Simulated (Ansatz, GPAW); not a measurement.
**Work function of a 5-layer slab of Cr(110) at several levels**

Aim: the work function of both faces of a 5-layer slab of Cr(110), and its spread over functionals and bases.

Main program and level: GPAW 26.7.0 and Ansatz 0.2.0; GPAW, PAW setups; slab in vacuum, in the first sound run; inputs show where later runs differ.

Report form: the programs' logs are mostly left out.

### Step 1. The starting structure

The cell holds 5 atoms: 5 Cr. Cell: a = 2.494 Å, b = 2.494 Å, c = 22.146 Å, α = 90.0°, β = 90.0°, γ = 70.5°. Vacuum lies along c.

### Step 2. Relaxing the atoms

Forces are removed first; all later runs use this geometry. The lowest 2 atoms are held at bulk positions and keep their forces.

File run.py:

```python
import json
import numpy as np
from ase import Atoms
from ase.constraints import FixAtoms
from ase.optimize import BFGS
from gpaw import GPAW, PW

slab = Atoms(
    ['Cr', 'Cr', 'Cr', 'Cr', 'Cr'],
    positions=[
        [0.00000, 0.00000, 7.00000],
        [2.03647, 0.00000, 9.03647],
        [0.00000, 0.00000, 11.07294],
        [2.03647, 0.00000, 13.10940],
        [0.00000, 0.00000, 15.14587]],
    cell=[[2.03647, -1.44, 0.0], [2.03647, 1.44, 0.0], [0.0, 0.0, 22.14587]],
    pbc=[True, True, False])

slab.calc = GPAW(mode=PW(400), xc='PBE', kpts={'size': (13, 13, 1), 'gamma': True},
                 occupations={'name': 'fermi-dirac', 'width': 0.1}, nbands='160%',
                 convergence={'density': 0.0001}, maxiter=200,
                 poissonsolver={'dipolelayer': 'xy'},
                 symmetry={'tolerance': 1e-3, 'extra_ids': [1, 1, 0, 0, 0]}, txt='slab.txt')
result = {}
slab.set_constraint(FixAtoms([0, 1]))
path = []
opt = BFGS(slab, maxstep=0.2)
opt.attach(lambda: path.append((slab.get_potential_energy(), slab.positions.tolist(), slab.get_forces().tolist())))
result['relaxed'] = bool(opt.run(fmax=0.05, steps=30))
result['path'] = path
energy = slab.get_potential_energy()
fermi = slab.calc.get_fermi_level()
v = slab.calc.get_electrostatic_potential().mean((0, 1)) - fermi
n = slab.calc.get_pseudo_density().mean((0, 1))
L = slab.cell[2, 2]
z = np.arange(len(v)) * L / len(v)
low, high = slab.positions[:, 2].min(), slab.positions[:, 2].max()
below, above = np.interp([low - 4.8, high + 4.8], z, v)
slopes = [np.interp(x, z, np.gradient(v, z)) for x in (low - 4.8, high + 4.8)]
eps = np.array([[slab.calc.get_eigenvalues(k, s) for k in range(len(slab.calc.get_ibz_k_points()))]
                for s in range(slab.calc.get_number_of_spins())]) - fermi
top, bottom = eps[eps < 0].max(), eps[eps > 0].min()
dipole = slab.get_dipole_moment()[2]
print(f'energy {energy:.4f} eV, Fermi level {fermi:.4f} eV, dipole {dipole:.5f} e A')
print(f'potential 4.8 A off the faces, from the Fermi level: lower {below:.4f} eV, upper {above:.4f} eV')
print(f'slope of the potential there: lower {slopes[0]:.5f}, upper {slopes[1]:.5f} eV/A')
print(f'nearest levels on the mesh: {top:.4f} and {bottom:.4f} eV')
print('magnetic moment', round(slab.get_magnetic_moment(), 3))
result.update(energy=energy, fermi=fermi, dipole=dipole, below=below, above=above, slopes=slopes, edges=[top, bottom],
              z=z.tolist(), v=v.tolist(), n=n.tolist(), positions=slab.positions.tolist(),
              forces=slab.get_forces(apply_constraint=False).tolist(), moments=slab.get_magnetic_moments().tolist())
json.dump(result, open('result.json', 'w'))
```

The run is started by

```console
> OMP_NUM_THREADS=1 OPENBLAS_NUM_THREADS=1 python run.py
```

Elapsed: 16 min, on 1 thread of Intel Xeon Platinum 8488C (Sapphire Rapids), shared host; peak memory 0.22 GiB.

This run has no spin polarisation, although Cr can carry a moment.

Relaxation path:

```tsv
step	energy less that of the first step (eV)	largest force (eV/Å)
1	0.0000	0.7440
2	-0.0107	0.6810
3	-0.0505	0.3725
4	-0.0520	0.2581
5	-0.0546	0.1896
6	-0.0597	0.1839
7	-0.0630	0.2733
8	-0.0663	0.3081
9	-0.0695	0.2816
10	-0.0742	0.1781
11	-0.0771	0.0972
12	-0.0775	0.0325
```

The atoms that moved most (Å):

```tsv
atom	dx	dy	dz	length
Cr5	0.000	0.000	-0.231	0.231
Cr4	0.000	0.000	-0.075	0.075
Cr3	0.000	0.000	-0.048	0.048
```

The relaxed structure:

```xyz
5
Lattice="2.0365 -1.4400 0.0000 2.0365 1.4400 0.0000 0.0000 0.0000 22.1459" Properties=species:S:1:pos:R:3
Cr    0.0000    0.0000    7.0000
Cr    2.0365    0.0000    9.0365
Cr    0.0000    0.0000   11.0246
Cr    2.0365    0.0000   13.0348
Cr    0.0000    0.0000   14.9148
```

This step gave:

| Item | Value |
| --- | --- |
| dipole along the normal | 0.005756 e·Å |
| levels nearest the Fermi level on the mesh | -0.009240, 0.002593 eV from the Fermi level |
| upper work function | 4.690 eV |
| lower work function | 4.844 eV |

The electrostatic potential energy of an electron (without an applied field's), less the Fermi level, planar mean oscillates, so the rows of the table below give means over windows of 2 Å about each position, cut where the curve ends. Its maxima inside the range that stand out by 2 % of the span (Å: eV): 8.0: -1.83, 10.0: -2.36, 12.0: -2.20, 14.0: -3.53. Its minima: 7.0: -21.9, 9.1: -22.3, 11.1: -22.1, 13.1: -22.3, 14.9: -21.9.

The electrostatic potential energy of an electron (without an applied field's), less the Fermi level, planar mean by z; means over each step:

```tsv
z (Å)	electrostatic potential energy of an electron (without an applied field's), less the Fermi level, planar mean (eV)
1.00	4.84
3.00	4.84
5.00	3.82
7.00	-10.7
9.00	-11.1
11.00	-11.1
13.00	-11.3
15.00	-10.8
17.00	3.87
19.00	4.68
21.00	4.69
```

The pseudo valence density, planar mean oscillates, so the rows of the table below give means over windows of 2 Å about each position, cut where the curve ends. Its maxima inside the range that stand out by 2 % of the span (Å: e/Å³): 7.0: 0.795, 9.1: 0.777, 11.0: 0.773, 13.1: 0.777, 15.0: 0.792. Its minima: 8.0: 0.316, 10.1: 0.340, 12.0: 0.323, 13.9: 0.382.

Pseudo valence density, planar mean against z; means over each step:

```tsv
z (Å)	pseudo valence density, planar mean (e/Å³)
1.00	2.4e-6
3.00	2.8e-4
5.00	0.0310
7.00	0.478
9.00	0.509
11.00	0.512
13.00	0.521
15.00	0.482
17.00	0.0248
19.00	2.3e-4
21.00	2.0e-6
```

The relaxation lowered the energy of the cell by 0.0775 eV (energies extrapolated to zero smearing; the optimiser's log prints free energies). The largest force left on a free atom is 0.033 eV/Å.

### Step 3. Plane waves, PBE

With the geometry fixed, the planar mean of the potential gives the vacuum level on each side.

Edit run.py of step 2 so:

```diff
@@ -3,4 +3,2 @@
 from ase import Atoms
-from ase.constraints import FixAtoms
-from ase.optimize import BFGS
 from gpaw import GPAW, PW
@@ -11,6 +9,6 @@
         [0.00000, 0.00000, 7.00000],
-        [2.03647, 0.00000, 9.03647],
-        [0.00000, 0.00000, 11.07294],
-        [2.03647, 0.00000, 13.10940],
-        [0.00000, 0.00000, 15.14587]],
+        [2.03647, -0.00000, 9.03647],
+        [0.00000, -0.00000, 11.02460],
+        [2.03647, -0.00000, 13.03480],
+        [-0.00000, -0.00000, 14.91482]],
     cell=[[2.03647, -1.44, 0.0], [2.03647, 1.44, 0.0], [0.0, 0.0, 22.14587]],
@@ -20,12 +18,6 @@
                  occupations={'name': 'fermi-dirac', 'width': 0.1}, nbands='160%',
-                 convergence={'density': 0.0001}, maxiter=200,
+                 convergence={'density': 1e-05}, maxiter=200,
                  poissonsolver={'dipolelayer': 'xy'},
-                 symmetry={'tolerance': 1e-3, 'extra_ids': [1, 1, 0, 0, 0]}, txt='slab.txt')
+                 symmetry={'tolerance': 1e-3}, txt='slab.txt')
 result = {}
-slab.set_constraint(FixAtoms([0, 1]))
-path = []
-opt = BFGS(slab, maxstep=0.2)
-opt.attach(lambda: path.append((slab.get_potential_energy(), slab.positions.tolist(), slab.get_forces().tolist())))
-result['relaxed'] = bool(opt.run(fmax=0.05, steps=30))
-result['path'] = path
 energy = slab.get_potential_energy()
```

Wall time 94 s (1 thread); peak memory 0.22 GiB.

Numbers from this step:

```
dipole along the normal                    : 0.005626 e·Å
levels nearest the Fermi level on the mesh : -0.009222, 0.002653 eV from the Fermi level
upper work function                        : 4.689 eV
```

The electrostatic potential energy of an electron (without an applied field's), less the Fermi level, planar mean oscillates, so the rows of the table below give means over windows of 2 Å about each position, cut where the curve ends. Its maxima inside the range that stand out by 2 % of the span (Å: eV): 8.0: -1.83, 10.0: -2.36, 12.0: -2.20, 14.0: -3.53. Its minima: 7.0: -21.9, 9.1: -22.3, 11.1: -22.1, 13.1: -22.3, 14.9: -21.9.

Table of electrostatic potential energy of an electron (without an applied field's), less the Fermi level, planar mean by z; means over each step:

```tsv
z (Å)	electrostatic potential energy of an electron (without an applied field's), less the Fermi level, planar mean (eV)
1.00	4.84
3.00	4.84
5.00	3.83
7.00	-10.7
9.00	-11.1
11.00	-11.1
13.00	-11.3
15.00	-10.8
17.00	3.87
19.00	4.68
21.00	4.69
```

Table of pseudo valence density, planar mean by z:

z (Å), pseudo valence density, planar mean (e/Å³) and a bar from the least value:
```
     0.00      0.000 
     0.63      0.000 
     1.27      0.000 
     1.69      0.000 
     2.32      0.000 
     2.95      0.000 
     3.59      0.000 
     4.22      0.002 
     4.64      0.006 
     5.27      0.026 #
     5.91      0.108 ####
     6.54      0.457 ##################
     7.17      0.712 ###########################
     7.80      0.346 #############
     8.23      0.344 #############
     8.86      0.704 ###########################
     9.49      0.499 ###################
    10.12      0.340 #############
    10.76      0.636 #########################
    11.18      0.725 ############################
    11.81      0.356 ##############
    12.44      0.427 ################
    13.08      0.777 ##############################
    13.71      0.424 ################
    14.13      0.396 ###############
    14.76      0.732 ############################
    15.40      0.443 #################
    16.03      0.102 ####
    16.66      0.025 #
    17.29      0.006 
    17.72      0.002 
    18.35      0.000 
    18.98      0.000 
    19.61      0.000 
    20.25      0.000 
    20.67      0.000 
    21.30      0.000 
    21.93      0.000
```

Force by atom:

```tsv
atom	x (eV/Å)	y (eV/Å)	z (eV/Å)	size
Cr1	0.000	0.000	0.734	0.734
Cr2	0.000	0.000	-0.741	0.741
Cr3	0.000	0.000	0.003	0.003
Cr4	0.000	0.000	-0.027	0.027
Cr5	0.000	0.000	0.031	0.031
```

The potential is flat to 0.001 eV/Å where it is read, so the vacuum is wide enough.

### Step 4. Self-consistent run: xc = "LDA"

The same geometry under LDA, to see how far the functional moves the levels against the vacuum.

Edit run.py of step 3 so:

```diff
@@ -16,3 +16,3 @@
 
-slab.calc = GPAW(mode=PW(400), xc='PBE', kpts={'size': (13, 13, 1), 'gamma': True},
+slab.calc = GPAW(mode=PW(400), xc='LDA', kpts={'size': (13, 13, 1), 'gamma': True},
                  occupations={'name': 'fermi-dirac', 'width': 0.1}, nbands='160%',
```

Run time: 2.7 min. Hardware: 1 thread; peak memory 0.22 GiB.

Numbers from this step:

```
dipole along the normal                    : 0.005451 e·Å
levels nearest the Fermi level on the mesh : -0.003215, 3.12e-4 eV from the Fermi level
upper work function                        : 4.977 eV
lower work function                        : 5.126 eV
```

The electrostatic potential energy of an electron (without an applied field's), less the Fermi level, planar mean oscillates, so the rows of the table below give means over windows of 2 Å about each position, cut where the curve ends. Its maxima inside the range that stand out by 2 % of the span (Å: eV): 8.0: -1.46, 10.0: -1.99, 12.0: -1.83, 14.0: -3.14. Its minima: 7.0: -21.6, 9.1: -22.0, 11.1: -21.8, 13.1: -22.0, 14.9: -21.6.

Table of electrostatic potential energy of an electron (without an applied field's), less the Fermi level, planar mean by z; means over each step:

z (Å), electrostatic potential energy of an electron (without an applied field's), less the Fermi level, planar mean (eV) and a bar from the least value:
```
     1.00        5.1 ##############################
     3.00        5.1 ##############################
     5.00        4.1 ############################
     7.00      -10.3 #
     9.00      -10.7 
    11.00      -10.8 
    13.00      -10.9 
    15.00      -10.4 #
    17.00        4.2 ############################
    19.00        5.0 ##############################
    21.00        5.0 ##############################
```

Pseudo valence density, planar mean against z:

```tsv
z (Å)	pseudo valence density, planar mean (e/Å³)
0.00	0
0.63	0
1.27	1.9e-6
1.69	4.3e-6
2.32	1.9e-5
2.95	9.5e-5
3.59	4.7e-4
4.22	0.00224
4.64	0.00616
5.27	0.0263
5.91	0.108
6.54	0.458
7.17	0.710
7.80	0.347
8.23	0.345
8.86	0.703
9.49	0.499
10.12	0.341
10.76	0.635
11.18	0.723
11.81	0.357
12.44	0.428
13.08	0.774
13.71	0.426
14.13	0.398
14.76	0.730
15.40	0.444
16.03	0.102
16.66	0.0247
17.29	0.00576
17.72	0.00209
18.35	4.4e-4
18.98	8.8e-5
19.61	1.9e-5
20.25	3.1e-6
20.67	8.3e-7
21.30	9.5e-7
21.93	0
```

Force by atom:

```tsv
atom	x (eV/Å)	y (eV/Å)	z (eV/Å)	size
Cr1	0.00	0.00	1.33	1.33
Cr2	0.00	0.00	-0.70	0.70
Cr3	0.00	0.00	-0.02	0.02
Cr4	0.00	0.00	0.09	0.09
Cr5	0.00	0.00	-0.70	0.70
```

The upper face's work function is 4.977 eV, against 4.689 eV in the first plane-wave PBE run at this geometry.

### Step 5. Self-consistent run: xc = "revPBE"

The same geometry under revPBE, to see how far the functional moves the levels against the vacuum.

Edit run.py of step 4 so:

```diff
@@ -16,3 +16,3 @@
 
-slab.calc = GPAW(mode=PW(400), xc='LDA', kpts={'size': (13, 13, 1), 'gamma': True},
+slab.calc = GPAW(mode=PW(400), xc='revPBE', kpts={'size': (13, 13, 1), 'gamma': True},
                  occupations={'name': 'fermi-dirac', 'width': 0.1}, nbands='160%',
```

Wall time 94 s (1 thread); peak memory 0.22 GiB.

Numbers from this step:

```yaml
dipole_along_the_normal: 0.005674 e·Å
levels_nearest_the_fermi_level_on_the_mesh: -0.01049, 0.002167 eV from the Fermi level
upper_work_function: 4.559 eV
lower_work_function: 4.715 eV
```

The electrostatic potential energy of an electron (without an applied field's), less the Fermi level, planar mean oscillates, so the rows of the table below give means over windows of 2 Å about each position, cut where the curve ends. Its maxima inside the range that stand out by 2 % of the span (Å: eV): 8.0: -1.92, 10.0: -2.44, 12.0: -2.28, 14.0: -3.61. Its minima: 7.0: -21.9, 9.1: -22.3, 11.1: -22.2, 13.1: -22.3, 14.9: -22.0.

Table of electrostatic potential energy of an electron (without an applied field's), less the Fermi level, planar mean by z; means over each step:

```tsv
z (Å)	electrostatic potential energy of an electron (without an applied field's), less the Fermi level, planar mean (eV)
1.00	4.71
3.00	4.71
5.00	3.71
7.00	-10.8
9.00	-11.1
11.00	-11.2
13.00	-11.3
15.00	-10.8
17.00	3.74
19.00	4.55
21.00	4.56
```

The upper face's work function is 4.559 eV, against 4.689 eV in the first plane-wave PBE run at this geometry.

### Step 6. Self-consistent run: xc = "RPBE"

The same geometry under RPBE, to see how far the functional moves the levels against the vacuum.

Edit run.py of step 5 so:

```diff
@@ -16,3 +16,3 @@
 
-slab.calc = GPAW(mode=PW(400), xc='revPBE', kpts={'size': (13, 13, 1), 'gamma': True},
+slab.calc = GPAW(mode=PW(400), xc='RPBE', kpts={'size': (13, 13, 1), 'gamma': True},
                  occupations={'name': 'fermi-dirac', 'width': 0.1}, nbands='160%',
```

The job ended after 91 s (1 thread; peak memory 0.22 GiB).

Numbers from this step:

```
dipole along the normal                    : 0.005677 e·Å
levels nearest the Fermi level on the mesh : -0.01089, 0.002626 eV from the Fermi level
upper work function                        : 4.538 eV
lower work function                        : 4.695 eV
```

The upper face's work function is 4.538 eV, against 4.689 eV in the first plane-wave PBE run at this geometry.

### Step 7. Real-space grid: mode = "fd"

A real-space grid is a second complete basis, so it checks the plane-wave result.

Edit run.py of step 6 so:

```diff
@@ -3,3 +3,3 @@
 from ase import Atoms
-from gpaw import GPAW, PW
+from gpaw import GPAW
 
@@ -16,3 +16,3 @@
 
-slab.calc = GPAW(mode=PW(400), xc='RPBE', kpts={'size': (13, 13, 1), 'gamma': True},
+slab.calc = GPAW(mode='fd', h=0.18, xc='PBE', kpts={'size': (13, 13, 1), 'gamma': True},
                  occupations={'name': 'fermi-dirac', 'width': 0.1}, nbands='160%',
```

Wall time 13 min (1 thread); peak memory 0.73 GiB.

This step gave:

| Item | Value |
| --- | --- |
| dipole along the normal | 0.005009 e·Å |
| levels nearest the Fermi level on the mesh | -0.007935, 0.005126 eV from the Fermi level |
| upper work function | 4.687 eV |
| lower work function | 4.841 eV |

The electrostatic potential energy of an electron (without an applied field's), less the Fermi level, planar mean oscillates, so the rows of the table below give means over windows of 1.96 Å about each position, cut where the curve ends. Its maxima inside the range that stand out by 2 % of the span (Å: eV): 8.0: -1.83, 10.0: -2.37, 12.1: -2.21, 14.0: -3.50. Its minima: 7.0: -21.9, 9.0: -22.3, 11.0: -22.2, 13.0: -22.4, 14.9: -22.0.

Electrostatic potential energy of an electron (without an applied field's), less the Fermi level, planar mean against z; means over each step:

```tsv
z (Å)	electrostatic potential energy of an electron (without an applied field's), less the Fermi level, planar mean (eV)
0.98	4.84
2.94	4.83
4.90	4.06
6.86	-10.7
8.82	-11.1
10.78	-11.2
12.74	-11.3
14.70	-11.4
16.66	2.93
18.62	4.67
20.58	4.69
```

The upper face's work function is 4.687 eV, against 4.689 eV in the first plane-wave PBE run at this geometry.

### Step 8. Atomic orbitals: mode = "lcao"

Atom-centred orbitals end a few angstrom from the surface, which tests how much the density's tail matters.

Edit run.py of step 7 so:

```diff
@@ -16,4 +16,4 @@
 
-slab.calc = GPAW(mode='fd', h=0.18, xc='PBE', kpts={'size': (13, 13, 1), 'gamma': True},
-                 occupations={'name': 'fermi-dirac', 'width': 0.1}, nbands='160%',
+slab.calc = GPAW(mode='lcao', basis='dzp', h=0.18, xc='PBE', kpts={'size': (13, 13, 1), 'gamma': True},
+                 occupations={'name': 'fermi-dirac', 'width': 0.1}, nbands='120%',
                  convergence={'density': 1e-05}, maxiter=200,
```

The job ended after 27 min (1 thread; peak memory 0.28 GiB).

This step gave:

| Item | Value |
| --- | --- |
| dipole along the normal | 0.004012 e·Å |
| levels nearest the Fermi level on the mesh | -0.006590, 0.005910 eV from the Fermi level |
| upper work function | 4.350 eV |
| lower work function | 4.473 eV |

The upper face's work function is 4.350 eV, against 4.689 eV in the first plane-wave PBE run at this geometry.

### Step 9. The ladder

Times are for 1 thread of Intel Xeon Platinum 8488C (Sapphire Rapids), shared host. The runs compared:

```tsv
no.	run	upper work function (eV)	lower work function (eV)	time	memory (GiB)
1	pw	4.689	4.844	94 s	0.22
2	LDA	4.977	5.126	2.7 min	0.22
3	revPBE	4.559	4.715	94 s	0.22
4	RPBE	4.538	4.695	91 s	0.22
5	fd	4.687	4.841	13 min	0.73
6	lcao	4.350	4.473	27 min	0.28
```

(Part 1 of 2 ends here.)

[Logs are printed without paths, hosts, clocks, repeated set-up lines and the standing remarks that a program may print on its own settings, such as how far it seeks lower states.]

[Hosts, paths, dates, database ids (printed as entryN), source tags and the programs' standing remarks are cut or masked in the printed files.]
